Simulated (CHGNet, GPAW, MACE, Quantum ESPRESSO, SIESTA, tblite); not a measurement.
# SIESTA on random packing of P45S55 (at. %) (78 atoms): settings against a plane-wave reference

Aim: run random packing of P45S55 (at. %) (78 atoms) in SIESTA and see how near its forces come to a plane-wave reference, and at what cost.

Calculated with SIESTA 5.4.2; the method is named at each step.

## (1) Set-up

The cell holds 78 atoms: 35 P and 43 S. Cell: a = 12.566 Å, b = 12.566 Å, c = 12.566 Å, α = 90.0°, β = 90.0°, γ = 90.0°. 78 atoms (35 P, 43 S) packed at random in a cube at 2.06 g/cm³ and pushed apart as soft spheres; a start for melting by ab initio MD, not an equilibrated structure. Then every atom was moved at random, 0.02 Å r.m.s. a Cartesian component.

The yardstick, on the same geometry:

| Property | Result |
| --- | --- |
| method | Kohn-Sham DFT, PBE, SSSP efficiency 1.3.0 pseudopotentials, plane waves (Quantum ESPRESSO 7.5); sssp-pbe-1.3.0-efficiency, cutoffs 45/360 Ry, Γ point |
| r.m.s. force component | 0.9011 eV/Å |
| longest force | 2.535 eV/Å |
| pressure | -9.756 GPa |
| time | 9.5 min on 4 MPI ranks of Arm Neoverse V2, shared host |
| CPU time | 38 min |

## (2) PBE, DZP, shift 0.01 Ry, mesh 300 Ry

Method: Kohn-Sham DFT, PBE, PseudoDojo 0.4.1 norm-conserving pseudopotentials (converted to PSML), numerical atomic orbitals (DZP), diagonalisation.

The .psml files are PseudoDojo norm-conserving potentials that we converted to this format, checked against plane waves on the same files for H, C, O, Si, Ge and Ca alone.

input.fdf reads:

```
SystemLabel cell
NumberOfAtoms 78
NumberOfSpecies 2
%block ChemicalSpeciesLabel
  1 15 P
  2 16 S
%endblock ChemicalSpeciesLabel
LatticeConstant 1.0 Ang
%block LatticeVectors
  12.56590 0.00000 0.00000
  0.00000 12.56590 0.00000
  0.00000 0.00000 12.56590
%endblock LatticeVectors
PAO.BasisSize DZP
PAO.EnergyShift 0.01 Ry
XC.Functional GGA
XC.Authors PBE
MeshCutoff 300 Ry
%block kgrid_Monkhorst_Pack
  1 0 0 0.0
  0 1 0 0.0
  0 0 1 0.0
%endblock kgrid_Monkhorst_Pack
SolutionMethod diagon
OccupationFunction FD
ElectronicTemperature 580 K
SCF.Mixer.Method Pulay
SCF.Mixer.Weight 0.15
SCF.Mixer.History 8
SCF.Mix Hamiltonian
MaxSCFIterations 300
SCF.DM.Tolerance 1e-04
SCF.H.Tolerance 1.0e-3 eV
WriteForces T
Write.HirshfeldPop T
Write.VoronoiPop T
Write.DM F
Write.H F
XML.Write F
AtomicCoordinatesFormat Fractional
%block AtomicCoordinatesAndAtomicSpecies
  0.71931 0.40756 0.93544 1
  0.94526 0.47719 0.85237 1
  0.20656 0.12827 0.72252 1
  0.14501 0.85225 0.53767 1
  0.39671 0.81995 0.56671 1
  0.14203 0.79931 0.12132 1
  0.57496 0.25893 0.95407 1
  0.96103 0.16514 0.63477 1
  0.76783 0.08398 0.59930 1
  0.40421 0.53433 0.70908 1
  0.05422 0.01361 0.01212 1
  0.28672 0.65340 0.16232 1
  0.10905 0.34572 0.72766 1
  0.19575 0.54846 0.82213 1
  0.64763 0.45381 0.70112 1
  0.95700 0.57477 0.37279 1
  0.52192 0.51216 0.07945 1
  0.82775 0.12911 0.01257 1
  0.36212 0.61258 0.91436 1
  0.18157 0.02367 0.24476 1
  0.19561 0.07417 0.49397 1
  0.36713 0.35673 0.02397 1
  0.63872 0.89472 0.20842 1
  0.36656 0.04182 0.59308 1
  0.80470 0.15273 0.76617 1
  0.97326 0.97876 0.30130 1
  0.52442 0.28052 0.52803 1
  0.16988 0.68100 0.41217 1
  0.87847 0.75195 0.37983 1
  0.57417 0.20030 0.18826 1
  0.60395 0.65378 0.97624 1
  0.14040 0.59104 0.59849 1
  0.39805 0.53113 0.45247 1
  0.76429 0.89494 0.41807 1
  0.89600 0.94280 0.58342 1
  0.92282 0.28552 0.94931 2
  0.04907 0.63262 0.96004 2
  0.04531 0.19677 0.11669 2
  0.38506 0.08285 0.18903 2
  0.68280 0.01633 0.83206 2
  0.06935 0.21781 0.33644 2
  0.58027 0.47077 0.50533 2
  0.88442 0.22388 0.38545 2
  0.40603 0.02197 0.37435 2
  0.71586 0.80515 0.65236 2
  0.94021 0.77154 0.71778 2
  0.82022 0.39614 0.58490 2
  0.55155 0.69627 0.39845 2
  0.94790 0.54800 0.17076 2
  0.32028 0.33426 0.62877 2
  0.42961 0.78592 0.03322 2
  0.31277 0.38487 0.25430 2
  0.88995 0.58046 0.57354 2
  0.55353 0.89902 0.43716 2
  0.19723 0.48958 0.15092 2
  0.09763 0.38070 0.00131 2
[... 18 atom lines left out ...]
  0.72907 0.11746 0.28196 2
  0.15672 0.27679 0.55300 2
  0.43896 0.79086 0.23114 2
  0.41628 0.83382 0.76762 2
%endblock AtomicCoordinatesAndAtomicSpecies
```

Command:

```bash
$ OMP_NUM_THREADS=1 mpirun -np 2 siesta < input.fdf > output.txt
```

The log of the run:

```text
Version         : 5.4.2
reinit: System Name:
reinit: System Label: cell
initatom: Reading input for the pseudopotentials and atomic orbitals ----------
Species number:   1 Atomic number:   15 Label: P
Species number:   2 Atomic number:   16 Label: S
Ground state valence configuration (from tables):   3s02  3p03  3d00  4f00
Ground state valence configuration (from tables):   3s02  3p04  3d00  4f00
---- Processing specs for species: P
GGA--PBE XC_GGA_X_PBE--XC_GGA_C_PBE pb
---- Processing specs for species: S
GGA--PBE XC_GGA_X_PBE--XC_GGA_C_PBE pb
P pseudopotential only contains V_ls up to l=2 -- lmxkb reset.
S pseudopotential only contains V_ls up to l=2 -- lmxkb reset.
Using PAO.SplitTailNorm
%block ChemicalSpeciesLabel
    1   15 P                       # Species index, atomic number, species label
    2   16 S                       # Species index, atomic number, species label
%endblock ChemicalSpeciesLabel
%block PAO.Basis                 # Define Basis set
P                     2                    # Species label, number of l-shells
 n=3   0   2                         # n, l, Nzeta
   4.859      3.414
   1.000      1.000
 n=3   1   2 P   1                   # n, l, Nzeta, Polarization, NzetaPol
   6.081      4.321
   1.000      1.000
S                     2                    # Species label, number of l-shells
 n=3   0   2                         # n, l, Nzeta
   4.449      3.085
   1.000      1.000
 n=3   1   2 P   1                   # n, l, Nzeta, Polarization, NzetaPol
   5.501      3.851
   1.000      1.000
%endblock PAO.Basis
coor:   Atomic-coordinates input format  =     Fractional
siesta: System type = bulk
initatomlists: Number of atoms, orbitals, and projectors:     78  1014  1404
siesta: ******************** Simulation parameters ****************************
Total number of electrons:   433.000000
Total ionic charge:   433.000000
 Kpoints in:            1 . Kpoints trimmed:            1
siesta: k-grid: Number of k-points = 1
siesta: k-points from Monkhorst-Pack grid
siesta: k-cutoff (effective) =     6.283 Ang
siesta: k-point supercell and displacements
siesta: k-grid:     1     0     0      0.000
siesta: k-grid:     0     1     0      0.000
siesta: k-grid:     0     0     1      0.000
                     ====================================
                        Single-point calculation
                     ====================================
outcell: Unit cell vectors (Ang):
       12.565900    0.000000    0.000000
        0.000000   12.565900    0.000000
        0.000000    0.000000   12.565900
outcell: Cell vector modules (Ang)   :   12.565900   12.565900   12.565900
outcell: Cell angles (23,13,12) (deg):     90.0000     90.0000     90.0000
outcell: Cell volume (Ang**3)        :   1984.1788
Gamma-point calculation with multiply-connected orbital pairs
Gamma-point calculation with multiply-connected orbital pairs
Folding of H and S implicitly performed
Folding of H and S implicitly performed
new_DM -- step:     1
Initializing Density Matrix...
Attempting to read DM from file... Failed...
DM filled with atomic data:
InitMesh: MESH = 144 x 144 x 144 = 2985984
InitMesh: Mesh cutoff (required, used) =   300.000   362.944 Ry
stepf: Fermi-Dirac step function
        iscf     Eharris(eV)        E_KS(eV)     FreeEng(eV)     dDmax    Ef(eV) dHmax(eV)
   scf:    1   -19392.521091   -19361.380069   -19361.880167  0.788965 -4.009084 15.166130
   scf:    2   -18671.985027   -19206.112746   -19206.623005  1.363680 -4.054178 39.816657
   scf:    3   -19347.429519   -19398.578987   -19399.092776  1.163558 -4.119085  6.218455
   scf:    4   -19402.423897   -19404.168292   -19404.692056  0.161704 -4.153618  2.290295
   scf:    5   -19403.693541   -19404.939642   -19405.471666  0.115574 -4.197254  1.871262
   scf:    6   -19405.321008   -19405.623560   -19406.156456  0.078142 -4.244254  1.353549
[...]
scf:   27   -19406.162040   -19406.162052   -19406.715761  0.000186 -4.438963  0.002799
   scf:   28   -19406.162098   -19406.162076   -19406.715762  0.000183 -4.438895  0.000975
   scf:   29   -19406.162083   -19406.162079   -19406.715762  0.000069 -4.438875  0.000939
SCF Convergence by DM+H criterion
max |DM_out - DM_in|         :     0.0000692668
max |H_out - H_in|      (eV) :     0.0009389580
SCF cycle converged after 29 iterations
Using DM_out to compute the final energy and forces
siesta: E_KS(eV) =           -19406.1621
siesta: E_KS - E_eggbox =    -19406.1621
siesta: Atomic forces (eV/Ang):
     1   -0.418459   -0.545987    0.562420
     2    1.205661   -0.195174    0.590908
     3    0.623929   -1.308806    0.845444
     4    0.963580   -0.962608   -0.687749
     5   -0.334246    1.310898    1.846906
     6    0.812644   -0.674451    0.741749
[...]
76    0.662777    0.151312    0.863197
    77    1.361452    0.312427   -1.272426
    78   -0.392167   -0.181243   -2.309048
----------------------------------------
   Tot    0.005504    0.002031   -0.002412
----------------------------------------
   Max    2.309048
   Res    0.813960    sqrt( Sum f_i^2 / 3N )
----------------------------------------
   Max    2.309048    constrained
Stress tensor Voigt[x,y,z,yz,xz,xy] (kbar):      110.65      103.05      109.76        0.30        4.44        6.74
(Free)E + p*V (eV/cell)   -19540.2436
Target enthalpy (eV/cell)   -19406.7158
siesta: Program's energy decomposition (eV):
siesta: Ebs     =     -4362.253749
siesta: Eions   =     35893.721915
siesta: Ena     =     12288.377895
siesta: Ekin    =      6569.483656
siesta: Enl     =      2707.132007
siesta: DEna    =       379.555898
siesta: DUscf   =        10.711656
siesta: Ex      =     -4942.132752
siesta: Ec      =      -525.568525
siesta: Exc     =     -5467.701277
siesta: Eharris =    -19406.162083
siesta: Etot    =    -19406.162079
siesta: FreeEng =    -19406.715762
siesta: Final energy (eV):
siesta:  Band Struct. =   -4362.253749
siesta:       Kinetic =    6569.483656
siesta:       Hartree =    2969.111553
siesta:         Exch. =   -4942.132752
siesta:         Corr. =    -525.568525
siesta:   Exch.-corr. =   -5467.701277
siesta:  Ion-electron =  -11456.728635
siesta:       Ion-ion =  -12020.327376
siesta:         Total =  -19406.162079
siesta:         Fermi =      -4.438875
siesta: Stress tensor (static) (eV/Ang**3):
siesta:     0.069065    0.004205    0.002768
siesta:     0.004205    0.064317    0.000186
siesta:     0.002768    0.000186    0.068507
siesta: Cell volume =       1984.178767 Ang**3
siesta: Pressure (static):
siesta:                Solid            Molecule  Units
siesta:          -0.00073295         -0.00067783  Ry/Bohr**3
siesta:          -0.06729627         -0.06223590  eV/Ang**3
siesta:        -107.82051635        -99.71289707  kBar
    Orbital volume contribution        =          35.484333 eV
    (Free)E + p_basis*V_orbitals       =      -19371.231429 eV
    (Free)Eharris+ p_basis*V_orbitals  =      -19371.231432 eV
Hirshfeld Atomic Populations:
Atom #   charge [q] valence [e]  Species
     1     0.023610    4.976390  P
     2     0.049587    4.950413  P
     3     0.079517    4.920483  P
     4    -0.006366    5.006366  P
     5     0.066279    4.933721  P
     6     0.056135    4.943865  P
[...]
36     0.007768    5.992232  S
    37    -0.040242    6.040242  S
    38    -0.063890    6.063890  S
    39    -0.065038    6.065038  S
    40     0.001578    5.998422  S
    41     0.017972    5.982028  S
[...]
--------------------
 Total    -0.000020
Voronoi Atomic Populations:
Atom #   charge [q] valence [e]  Species
[...]
33     0.062459    4.937541  P
    34     0.054524    4.945476  P
    35     0.075073    4.924927  P
[...]
76     0.007605    5.992395  S
    77    -0.004047    6.004047  S
    78    -0.077485    6.077485  S
--------------------
 Total    -0.000020
```

It took 2.6 min on 2 MPI ranks of Arm Neoverse V2, shared host; peak memory 1.5 GiB.

Banners, paths, timers and routine set-up lines are dropped from the logs unmarked, and long logs keep their key lines alone; longer cuts are marked.

Against the reference:

```
r.m.s. force component                  : 0.814 eV/Å
r.m.s. difference of force components   : 131.9 meV/Å
longest difference of force vectors     : 432.2 meV/Å
force difference over r.m.s. force      : 14.64 %
slope of forces against the reference's : 0.8972
correlation of force components         : 0.9933
pressure                                : -10.78 GPa
pressure difference                     : -1.026 GPa
```

Length of the force difference by element (eV/Å):

```
element  atoms  mean  most
      P     35  0.19  0.38
      S     43  0.22  0.43
```

Local excerpt of 10 atoms (numbers count through the whole input) about S44, picked at random; x, y, z are measured from there.

```
atom      x      y      z  distance (Å)  bonds  Hirshfeld charge (e)     Fx     Fy  Fz (eV/Å)
 S44   0.00   0.00   0.00          0.00      0                  0.02   0.09   0.83      -0.26
 S61  -0.31   2.24   0.75          2.38      1                  0.01  -0.20  -0.93       0.78
 S39  -0.26   0.77  -2.33          2.47      0                 -0.07   0.51  -0.62      -0.21
 S54   1.85  -1.54   0.79          2.54      0                 -0.01   0.21  -0.71      -0.35
 P24  -0.50   0.25   2.75          2.80      0                  0.01  -1.18  -0.51      -1.23
 P21  -2.64   0.66   1.50          3.11      0                  0.02   1.05  -0.66       0.58
 S73  -2.13  -2.28  -0.83          3.23      2                 -0.01  -1.41   0.67      -1.12
 P20  -2.82   0.02  -1.63          3.26      1                  0.06  -0.86  -0.81       0.45
 S77   0.41  -2.90  -1.80          3.44      0                  0.00   1.36   0.31      -1.27
  P5  -0.12  -2.54   2.42          3.51      1                  0.07  -0.33   1.31       1.85
```

Forces lie 15 % from the reference's, at 0.14 times its CPU time (on 2 against 4 cores).

## (3) PBE, DZ, shift 0.01 Ry, mesh 300 Ry

Method: Kohn-Sham DFT, PBE, PseudoDojo 0.4.1 norm-conserving pseudopotentials (converted to PSML), numerical atomic orbitals (DZ), diagonalisation.

Edit input.fdf of step 2 so:

```diff
@@ -13,3 +13,3 @@
 %endblock LatticeVectors
-PAO.BasisSize DZP
+PAO.BasisSize DZ
 PAO.EnergyShift 0.01 Ry
```

Command:

```bash
$ OMP_NUM_THREADS=1 siesta < input.fdf > output.txt
```

The log of the run:

```text
Version         : 5.4.2
reinit: System Name:
reinit: System Label: cell
initatom: Reading input for the pseudopotentials and atomic orbitals ----------
Species number:   1 Atomic number:   15 Label: P
Species number:   2 Atomic number:   16 Label: S
Ground state valence configuration (from tables):   3s02  3p03  3d00  4f00
Ground state valence configuration (from tables):   3s02  3p04  3d00  4f00
---- Processing specs for species: P
GGA--PBE XC_GGA_X_PBE--XC_GGA_C_PBE pb
---- Processing specs for species: S
GGA--PBE XC_GGA_X_PBE--XC_GGA_C_PBE pb
Using PAO.SplitTailNorm
%block ChemicalSpeciesLabel
    1   15 P                       # Species index, atomic number, species label
    2   16 S                       # Species index, atomic number, species label
[... lines left out ...]
Total number of electrons:   433.000000
[... lines left out ...]
stepf: Fermi-Dirac step function
        iscf     Eharris(eV)        E_KS(eV)     FreeEng(eV)     dDmax    Ef(eV) dHmax(eV)
[... lines left out ...]
SCF Convergence by DM+H criterion
[... lines left out ...]
SCF cycle converged after 31 iterations
[... lines left out ...]
   Max    2.248060
[... lines left out ...]
   Max    2.248060    constrained
Stress tensor Voigt[x,y,z,yz,xz,xy] (kbar):       51.63       37.30       52.60       -0.79        3.42        6.51
[... lines left out ...]
siesta: DEna    =       309.669940
siesta: DUscf   =        11.842248
siesta: Ex      =     -4954.411704
siesta: Ec      =      -523.560089
siesta: Exc     =     -5477.971793
siesta: Eharris =    -19367.107508
siesta: Etot    =    -19367.107502
siesta: FreeEng =    -19367.684816
siesta: Final energy (eV):
siesta:  Band Struct. =   -4340.452466
siesta:       Kinetic =    6614.716920
siesta:       Hartree =    2952.776435
siesta:         Exch. =   -4954.411704
siesta:         Corr. =    -523.560089
siesta:   Exch.-corr. =   -5477.971793
siesta:  Ion-electron =  -11436.301689
siesta:       Ion-ion =  -12020.327376
siesta:         Total =  -19367.107502
siesta:         Fermi =      -4.292331
siesta: Stress tensor (static) (eV/Ang**3):
siesta:     0.032223    0.004066    0.002133
siesta:     0.004066    0.023281   -0.000495
siesta:     0.002133   -0.000495    0.032828
siesta: Cell volume =       1984.178767 Ang**3
siesta: Pressure (static):
siesta:                Solid            Molecule  Units
siesta:          -0.00032068         -0.00037354  Ry/Bohr**3
siesta:          -0.02944385         -0.03429661  eV/Ang**3
siesta:         -47.17424461        -54.94922575  kBar
    Orbital volume contribution        =          23.838053 eV
    (Free)E + p_basis*V_orbitals       =      -19343.846763 eV
    (Free)Eharris+ p_basis*V_orbitals  =      -19343.846769 eV
Hirshfeld Atomic Populations:
Atom #   charge [q] valence [e]  Species
     1     0.013846    4.986154  P
     2     0.064990    4.935010  P
     3     0.078722    4.921278  P
[...]
36     0.013128    5.986872  S
    37    -0.035357    6.035357  S
    38    -0.063906    6.063906  S
[...]
--------------------
 Total    -0.000018
Voronoi Atomic Populations:
Atom #   charge [q] valence [e]  Species
[...]
34     0.069937    4.930063  P
    35     0.066667    4.933333  P
[...]
77    -0.000546    6.000546  S
    78    -0.065495    6.065495  S
--------------------
 Total    -0.000018
```

The job ended after 2.5 min (1 thread; peak memory 0.82 GiB).

Compared with the plane-wave run:

- r.m.s. force component: 0.6783 eV/Å
- r.m.s. difference of force components: 757.8 meV/Å
- longest difference of force vectors: 2620 meV/Å
- force difference over r.m.s. force: 84.09 %
- slope of forces against the reference's: 0.4297
- correlation of force components: 0.5709
- pressure: -4.717 GPa
- pressure difference: 5.039 GPa

This is a coarse setting, run to see what it loses.

Against the first run (15 %), the force difference from the reference is 84 %, at 0.48 times the CPU time (on 1 against 2 cores), with 624 basis functions against 1014: the smaller basis costs accuracy.

## (4) PBE, SZP, shift 0.01 Ry, mesh 300 Ry

Method: Kohn-Sham DFT, PBE, PseudoDojo 0.4.1 norm-conserving pseudopotentials (converted to PSML), numerical atomic orbitals (SZP), diagonalisation.

Edit input.fdf of step 3 so:

```diff
@@ -13,3 +13,3 @@
 %endblock LatticeVectors
-PAO.BasisSize DZ
+PAO.BasisSize SZP
 PAO.EnergyShift 0.01 Ry
```

The log of the run:

```text
Version         : 5.4.2
reinit: System Name:
reinit: System Label: cell
initatom: Reading input for the pseudopotentials and atomic orbitals ----------
Species number:   1 Atomic number:   15 Label: P
Species number:   2 Atomic number:   16 Label: S
Ground state valence configuration (from tables):   3s02  3p03  3d00  4f00
[... lines left out ...]
        iscf     Eharris(eV)        E_KS(eV)     FreeEng(eV)     dDmax    Ef(eV) dHmax(eV)
[... lines left out ...]
SCF Convergence by DM+H criterion
[... lines left out ...]
SCF cycle converged after 34 iterations
[... lines left out ...]
   Max    2.020886
[... lines left out ...]
   Max    2.020886    constrained
Stress tensor Voigt[x,y,z,yz,xz,xy] (kbar):      103.70       94.03      105.41       -0.44        3.70        6.15
[... lines left out ...]
siesta: FreeEng =    -19395.758689
[... lines left out ...]
siesta:         Fermi =      -4.418789
[... lines left out ...]
siesta:          -0.06306847         -0.06109209  eV/Ang**3
siesta:        -101.04682511        -97.88031417  kBar
    Orbital volume contribution        =          29.336370 eV
    (Free)E + p_basis*V_orbitals       =      -19366.422319 eV
    (Free)Eharris+ p_basis*V_orbitals  =      -19366.422318 eV
Hirshfeld Atomic Populations:
Atom #   charge [q] valence [e]  Species
     1     0.022578    4.977422  P
     2     0.052492    4.947508  P
     3     0.082074    4.917926  P
[...]
36     0.000649    5.999351  S
    37    -0.043012    6.043012  S
    38    -0.060280    6.060280  S
[...]
--------------------
 Total    -0.000017
Voronoi Atomic Populations:
Atom #   charge [q] valence [e]  Species
[...]
34     0.036694    4.963306  P
    35     0.075449    4.924551  P
[...]
77    -0.009785    6.009785  S
    78    -0.074902    6.074902  S
--------------------
 Total    -0.000017
```

The job ended after 4.4 min (1 thread; peak memory 1.1 GiB).

Against the reference:

```yaml
r_m_s_force_component: 0.6984 eV/Å
r_m_s_difference_of_force_components: 357.8 meV/Å
longest_difference_of_force_vectors: 1210 meV/Å
force_difference_over_r_m_s_force: 39.71 %
slope_of_forces_against_the_reference_s: 0.7215
correlation_of_force_components: 0.9309
pressure: -10.1 GPa
pressure_difference: -0.3484 GPa
```

This is a coarse setting, run to see what it loses.

Against the first run (15 %), the force difference from the reference is 40 %, at 0.86 times the CPU time (on 1 against 2 cores), with 702 basis functions against 1014: the smaller basis costs accuracy.

[end of part 1 of 2]

[Also dropped from logs without a mark: logging warnings of Python, and SIESTA's first energy breakdown and zero terms.]

[Logs are printed without paths, hosts, clocks, repeated set-up lines and the standing remarks that a program may print on its own settings, such as how far it seeks lower states.]

[Hosts, paths, dates, database ids (printed as entryN), source tags and the programs' standing remarks are cut or masked in the printed files.]
